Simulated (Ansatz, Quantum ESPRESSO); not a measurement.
# SrTiO3 (cubic perovskite): bulk modulus from a few volumes

How stiff is cubic perovskite SrTiO3 under hydrostatic load? Each row scales the relaxed cell evenly and relaxes the atoms. The symmetry of the cell is held, so distortions that would lower it, which this phase may prefer, aren't tested. The phase is followed to these pressures whether or not it stays the stable one.

Calculated with Ansatz 0.2.0, PBEsol, PAW files of the set soft_1, cutoff 600 eV, Fermi–Dirac smearing 0.02 eV, k-mesh 7×7×7, no spin polarisation, no spin-orbit coupling.

Reference cell, relaxed at zero pressure with PBEsol (Pm-3m): a = 3.8914 Å, b = 3.8914 Å, c = 3.8914 Å, α = 90.00°, β = 90.00°, γ = 90.00°.

```csv
atom,x,y,z
Sr,0.0000,0.0000,0.0000
Ti,0.5000,0.5000,0.5000
O,0.5000,0.5000,0.0000
O,0.5000,0.0000,0.5000
O,0.0000,0.5000,0.5000
```

```csv
V (Å³/atom),V/V0,P (GPa),E − E0 (meV/atom)
11.0779,0.9400,13.193,27.5
11.3136,0.9600,8.312,11.8
11.5493,0.9800,3.933,2.8
12.0207,1.0200,−3.525,2.6
12.2564,1.0400,−6.691,10.2
```

V0 = 11.7850 Å³ an atom, where the residual pressure P0 is +0.003 GPa. **Question.** Fit the Birch–Murnaghan law and give the pressure and the energy at V = 12.4921 Å³ an atom, a row left out above.

With the Eulerian strain f = ½[(V0/V)^(2/3) − 1] and F = (P − P0)/[3f(1 + 2f)^(5/2)], the third-order law is the line F = B0 + (3/2) B0 (B′ − 4) f.

```
       f  F (GPa)
 0.02106   188.34
 0.01379   187.58
 0.00678   186.82
−0.00656   185.35
−0.01290   184.60
```

A straight line through the 5 rows: the means are 0.004434 for f and 186.54 for F, Σ(Δx)² = 0.0007908 and ΣΔxΔy = 0.08702, so the slope is 0.08702/0.0007908 = 110.05 and the intercept 186.54 − (110.05)(0.004434) = 186.05.

Hence B0 = 186.1 GPa and B′ = 4 + (110.0)/(1.5 × 186.1) = 4.39. For the withheld volume f = −0.01905, F = 183.95 GPa and P = −9.54 GPa, an extrapolation past the fitted rows. The run itself gives −9.53 GPa, so the estimate misses by 0.01 GPa, a rounding's worth.

Integrating the same law gives E − E0 = (9/2) B0 V0 f²[1 + (B′ − 4) f] + P0(V0 − V), with 1 GPa Å³ = 6.2415 meV: 22.2 meV an atom. The run itself gives 22.2 meV, so the estimate misses by 0.0 meV, a rounding's worth.

The same fit over all rows at other levels or in other programs gives B0 = 189 GPa with r2SCAN (Ansatz), 187 GPa with PBEsol (Quantum ESPRESSO, GBRV) and 186 GPa with PBEsol (Quantum ESPRESSO, PseudoDojo).

Measured volume: 11.912 Å³ an atom (doi:10.1007/s002690000103), so V0 is −1.1 % off. A stiffness follows the volume as d ln B/d ln V = −B′, which moves B0 by about −5 % when it is taken at the measured volume.

Measured bulk modulus: 177 GPa (arxiv:2303.03473), against 186 GPa here (+5 %).

The calculation is for a static lattice, while measurements hold thermal and zero-point motion.

[Logs are printed without paths, hosts, clocks, repeated set-up lines and the standing remarks that a program may print on its own settings, such as how far it seeks lower states.]
